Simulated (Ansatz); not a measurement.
# Work function of Ba(110): what the settings cost and change, part 2 of 2

Aim: the work function of Ba(110) across levels of theory at one geometry.

Ansatz 0.2.0; plane-wave DFT, PBE, Ansatz PAW (the session's first sound run).

So far, work function, upper face (eV): step 2 (run, setting PBE, Ansatz PAW (420 eV)) 2.44; step 4 (PBEsol) 2.48; step 5 (RPBE) 2.34; step 6 (r2SCAN) 2.43; step 7 (PBE JTH) 2.44.

## Step 8: Run

This step: plane-wave DFT, PBE, norm-conserving (Ansatz 0.2.0).

Contents of input.yaml:

```yaml
crystal:
  lattice:
    - [3.5496760416, -2.51, 0.0]
    - [3.5496760416, 2.51, 0.0]
    - [0.0, 0.0, 39.2980562493]
  atoms:
    - { symbol: Ba, position: [0.0, 0.0, 0.2290189607] }
    - { symbol: Ba, position: [0.5, 0.5, 0.3193459738] }
    - { symbol: Ba, position: [0.0, 0.0, 0.4096729869] }
    - { symbol: Ba, position: [0.5, 0.5, 0.5] }
    - { symbol: Ba, position: [0.0, 0.0, 0.5903270131] }
    - { symbol: Ba, position: [0.5, 0.5, 0.6806540262] }
    - { symbol: Ba, position: [0.0, 0.0, 0.7709810393] }
kpoints:
  mp_grid: { grid: [10, 10, 1] }
hamiltonian:
  xc: pbe
  pseudopotentials: { kind: nc }
scf:
  occupations: { method: fermi_dirac, width: 0.1 }
  convergence: { dr2_threshold: 1.0e-09 }
efield:
  axis: 3
  dipole_correction: true
  ramp_position: 0.97
  ramp_width: 0.06
output:
  write_potential: true
  write_density: true
  volumetric_format: npy
```

Command:

```sh
ansatz run input.yaml --threads 2 --pin off --max-ram 3072MiB --backend cpu --events-out ev --progress --plain --runs-dir out
```

Numbers of over 12 decimals in the logs are rounded to 6 here.

Output:

```text
[...]
Crystal: 7 atoms, lattice volume = 700.267 Å³
Basis set: ecut = 770 eV, 33943 PW (Γ)
Bands: 42, of which v1, the nominal top of the filled ones, is band 35 counted from 1 (34 counted from 0)
Symmetry: 4 space group operations
k-points: 31 of 100
[...]
k-point 0: bands = [... 31 lower, 1.0451, 1.4415, 1.7641, 1.9421, 3.3174, 3.3191, 3.5817, 3.6271, ... 10 higher]
  k-point 1: bands = [... 31 lower, 1.1697, 1.5673, 1.8971, 2.0814, 3.3381, 3.3437, 3.5786, 3.6171, ... 10 higher]
  k-point 2: bands = [... 31 lower, 1.4909, 1.8802, 2.2300, 2.4455, 3.3324, 3.3470, 3.4918, 3.5155, ... 10 higher]
  k-point 30: bands = [... 31 lower, 2.3864, 2.4236, 2.4557, 2.5211, 2.5874, 2.5922, 2.7525, 3.0657, ... 10 higher]
[key lines of the parts left out:]
SCF converged after 12 iterations
Free energy (F): -5330.144403 eV
Fermi energy:    2.888123 eV
Dipole field:    D = -0.000000 V/Å  (p = -0.000002 e·Å, saw-weighted, corrected)
Work function:   Φ+ = 2.4390 eV   Φ− = 2.4390 eV
```

The job ended after 7.9 min (2 threads of Arm Neoverse N1, shared host; peak memory 2 GiB; 16 min of CPU time).

The work function is 2.439 eV, -0.001 eV from the run “PBE, Ansatz PAW (420 eV)”, at 2.5 times its CPU time.

## Step 9: Slab

This step: plane-wave DFT, LDA, norm-conserving (Ansatz 0.2.0).

Changes to input.yaml since step 8:

```diff
@@ -16,3 +16,3 @@
 hamiltonian:
-  xc: pbe
+  xc: lda
   pseudopotentials: { kind: nc }
```

Output:

```text
[...]
Crystal: 7 atoms, lattice volume = 700.267 Å³
Basis set: ecut = 770 eV, 33943 PW (Γ)
Bands: 42, of which v1, the nominal top of the filled ones, is band 35 counted from 1 (34 counted from 0)
Symmetry: 4 space group operations
k-points: 31 of 100
[...]
k-point 0: bands = [... 31 lower, 0.8169, 1.2131, 1.5326, 1.7068, 3.1129, 3.1137, 3.3185, 3.3629, ... 10 higher]
  k-point 1: bands = [... 31 lower, 0.9424, 1.3402, 1.6674, 1.8477, 3.1331, 3.1375, 3.3205, 3.3592, ... 10 higher]
  k-point 2: bands = [... 31 lower, 1.2647, 1.6547, 2.0029, 2.2138, 3.1204, 3.1399, 3.2625, 3.2949, ... 10 higher]
  k-point 30: bands = [... 31 lower, 2.1892, 2.2117, 2.2560, 2.3243, 2.3862, 2.3878, 2.5574, 2.8742, ... 10 higher]
[key lines of the parts left out:]
SCF converged after 12 iterations
Free energy (F): -5347.249451 eV
Fermi energy:    2.678166 eV
Dipole field:    D = -0.000000 V/Å  (p = -0.000001 e·Å, saw-weighted, corrected)
Work function:   Φ+ = 2.6011 eV   Φ− = 2.6011 eV
```

It took 7.8 min on 2 threads; peak memory 2 GiB.

The work function is 2.601 eV, +0.162 eV from the run “PBE, Ansatz PAW (420 eV)”, at 2.4 times its CPU time.

## Step 10: Run, setting PBE, all layers relaxed

This step: plane-wave DFT, PBE, Ansatz PAW (Ansatz 0.2.0).

Changes to input.yaml since step 9:

```diff
@@ -16,4 +16,3 @@
 hamiltonian:
-  xc: lda
-  pseudopotentials: { kind: nc }
+  xc: pbe
 scf:
@@ -26,2 +25,5 @@
   ramp_width: 0.06
+relax:
+  f_tol: 0.01
+  max_steps: 40
 output:
```

Output:

```text
[...]
Crystal: 7 atoms, lattice volume = 700.267 Å³
Basis set: ecut = 420 eV, 13737 PW (Γ), exchange–correlation on 60×60×540 points (8 copies of the dense FFT grid, shifted against one another)
Bands: 42, of which v1, the nominal top of the filled ones, is band 35 counted from 1 (34 counted from 0)
Symmetry: 4 space group operations
k-points: 31 of 100
[...]
atoms:
    - { symbol: Ba, position: [0.0, 0.0, 0.230616] }
    - { symbol: Ba, position: [0.5, 0.5, 0.318866] }
    - { symbol: Ba, position: [0.0, 0.0, 0.409563] }
    - { symbol: Ba, position: [0.5, 0.5, 0.500000] }
    - { symbol: Ba, position: [0.0, 0.0, 0.590437] }
    - { symbol: Ba, position: [0.5, 0.5, 0.681134] }
    - { symbol: Ba, position: [0.0, 0.0, 0.769384] }
[key lines of the parts left out:]
SCF converged after 9 iterations
Free energy (F): -41646.238926 eV
Fermi energy:    2.855657 eV
Dipole field:    D = -0.000000 V/Å  (p = -0.000000 e·Å, saw-weighted, corrected)
Work function:   Φ+ = 2.4324 eV   Φ− = 2.4324 eV
```

The job ended after 5.6 min (2 threads; peak memory 1.2 GiB; 11 min of CPU time).

The relaxation took 3 steps and lowered the energy by 0.0046 eV; the largest force on the free atoms ends at 0.0025 eV/Å.

The work function is 2.432 eV, -0.007 eV from the run “PBE, Ansatz PAW (420 eV)”, at 1.7 times its CPU time.

## Step 11: Run

This step: plane-wave DFT, PBE, fully relativistic PAW with spin-orbit coupling (Ansatz 0.2.0).

Changes to input.yaml since step 10:

```diff
@@ -17,2 +17,3 @@
   xc: pbe
+  pseudopotentials: { kind: paw_fr }
 scf:
@@ -25,5 +26,5 @@
   ramp_width: 0.06
-relax:
-  f_tol: 0.01
-  max_steps: 40
+magnetization:
+  noncollinear: true
+  spin_orbit: true
 output:
```

Output:

```text
[...]
non-collinear run that drives no moment, with spin-orbit: no starting moment large enough to seed its density (crystal.atoms[].spin), no starting occupations that ask for one, no magnetisation constraint and no magnetic field, so the semilocal B_xc is pinned to zero
Crystal: 7 atoms, lattice volume = 700.267 Å³
[...]
k-point 1: bands = [... 66 lower, 1.8669, 1.8669, 2.0511, 2.0511, 3.3034, 3.3034, 3.3108, 3.3108, ... 24 higher]
  k-point 2: bands = [... 66 lower, 2.1983, 2.1983, 2.4135, 2.4135, 3.2935, 3.2935, 3.3159, 3.3159, ... 24 higher]
  k-point 30: bands = [... 66 lower, 2.4242, 2.4242, 2.4893, 2.4893, 2.5546, 2.5546, 2.5602, 2.5602, ... 24 higher]
[key lines of the parts left out:]
SCF converged after 15 iterations
Magnetization: |M| = 0.0000 μB,  M = (+0.0000, +0.0000, +0.0000) μB
Free energy (F): -41679.552623 eV
Fermi energy:    2.853896 eV
Dipole field:    D = 0.000000 V/Å  (p = 0.000000 e·Å, saw-weighted, corrected)
Work function:   Φ+ = 2.4421 eV   Φ− = 2.4421 eV
```

Elapsed: 31 min, on 2 threads; peak memory 2.8 GiB; 61 min of CPU time.

The work function is 2.442 eV, +0.002 eV from the run “PBE, Ansatz PAW (420 eV)”, at 9.4 times its CPU time.

## Step 12: The series together

Times are for 2 threads of Arm Neoverse N1, shared host. The series side by side:

| no. | setting | work function, upper face (eV) | time | memory (GiB) |
| --- | --- | --- | --- | --- |
| 1 | PBE, Ansatz PAW (420 eV) | 2.440 | 3.3 min | 1.5 |
| 2 | LDA, Ansatz PAW (420 eV) | 2.601 | 3 min | 1.4 |
| 3 | PBEsol, Ansatz PAW (420 eV) | 2.478 | 3.1 min | 1.5 |
| 4 | RPBE, Ansatz PAW (420 eV) | 2.340 | 3.1 min | 1.5 |
| 5 | r2SCAN, Ansatz PAW (500 eV) | 2.430 | 6.3 min | 2.6 |
| 6 | PBE, JTH PAW (660 eV) | 2.443 | 6.1 min | 2.6 |
| 7 | PBE, norm-conserving (770 eV) | 2.439 | 7.9 min | 2 |
| 8 | LDA, norm-conserving (770 eV) | 2.601 | 7.8 min | 2.0 |
| 9 | PBE, all layers relaxed | 2.432 | 5.6 min | 1.2 |
| 10 | PBE with spin-orbit coupling (420 eV) | 2.442 | 31 min | 2.8 |

## Step 13: The same run with other settings

This step: plane-wave DFT, PBE, Ansatz PAW (Ansatz 0.2.0).

An input spoilt on purpose, to show how the run answers: it repeats the earlier run “PBE, Ansatz PAW (420 eV)” with efield.ramp_position from 0.97 to 0.475, and scf.max_iter set to 75; its output block differs too.

Changes to input.yaml since step 11:

```diff
@@ -17,3 +17,2 @@
   xc: pbe
-  pseudopotentials: { kind: paw_fr }
 scf:
@@ -21,2 +20,3 @@
   convergence: { dr2_threshold: 1.0e-09 }
+  max_iter: 75
 efield:
@@ -24,7 +24,4 @@
   dipole_correction: true
-  ramp_position: 0.97
+  ramp_position: 0.475
   ramp_width: 0.06
-magnetization:
-  noncollinear: true
-  spin_orbit: true
 output:
```

Output:

```text
Engine: ansatz 0.2.0, aarch64-unknown-linux-gnu
Pseudopotentials: kind: paw
Pseudopotential: Ba, paw, valence charge 10, recommended cutoff 420 eV (normal), Ba.paw.azcp
Functional definition: PBE
  parameter kappa = 0.804
  parameter beta = 0.066725
  exchange = pbe_x(kappa = kappa, mu = beta*pi^2/3)
  correlation = pbe_c(beta = beta)
Crystal: 7 atoms, lattice volume = 700.267 Å³
Basis set: ecut = 420 eV, 13737 PW (Γ)
Bands: 42, of which v1, the nominal top of the filled ones, is band 35 counted from 1 (34 counted from 0)
Symmetry: 4 space group operations
k-points: 31 of 100
Non-local potential: Ba, projectors of the file, l = 0: 3, l = 1: 2, l = 2: 2, l = 3: 2
PAW form: soft (Blöchl's): semilocal exchange-correlation on the pseudo side does not see the compensation charge
PAW one-centre angular grid: Ba, 194 points (default); XC on 64 Gauss nodes
Initial density: superposition of atomic densities (neutral atoms: chi_scale 0, normalization atom), corrected by the library's trained network
Initial wavefunctions: pseudopotential atomic-orbital guess
Functional: x = pbe(κ = 0.804, μ = 0.219515), c = pbe(β = 0.066725)
Error: efield: ion 3 (Ba) at fractional coordinate 0.5000 along the field axis lies inside the sawtooth ramp with 2 of the planes that the density is read on at each end, [0.4676, 0.5424] — the ramp must sit in vacuum (an ion there feels the fictitious reversed slope); set or move the ramp (efield.ramp_position / ramp_width) or move the geometry
```

Run time: 0.59 s. Hardware: 2 threads; peak memory 0.6 GiB.

The input was rejected at the start.

The program's message: “Error: efield: ion 3 (Ba) at fractional coordinate 0.5000 along the field axis lies inside the sawtooth ramp with 2 of the planes that the density is read on at each end, [0.4676, 0.5424] — the ramp m …”

The fault put into the input: the ramp among the atoms.

## Step 14: What came out

```
work function, PBE, Ansatz PAW (420 eV)              : 2.440 eV
work function, LDA, Ansatz PAW (420 eV)              : 2.601 eV
work function, RPBE, Ansatz PAW (420 eV)             : 2.340 eV
work function, r2SCAN, Ansatz PAW (500 eV)           : 2.430 eV
work function, PBE, all layers relaxed               : 2.432 eV
work function, PBE with spin-orbit coupling (420 eV) : 2.442 eV
```

What this shows: PBE on the default files gives 2.44 eV, and the settings tried spread the value from 2.34 to 2.60 eV. At one geometry LDA lies 0.16 eV above PBE. The choice of pseudopotentials moves the PBE value by 0.004 eV. Relaxing the layers changes it by -0.007 eV. Spin-orbit coupling, on the fully relativistic files, changes it by +0.00 eV. The ladder's slabs use the tabulated experimental lattice constant (two decimals; a low-temperature value for the alkali metals).

[Logs are printed without paths, hosts, clocks, repeated set-up lines and the standing remarks that a program may print on its own settings, such as how far it seeks lower states.]

[Hosts, paths, dates, database ids (printed as entryN), source tags and the programs' standing remarks are cut or masked in the printed files.]

[Maps of the electrostatic potential energy from Ansatz leave out the sawtooth potential of an applied field or a dipole correction, so their vacuum need not be flat; planar profiles and work functions include it.]
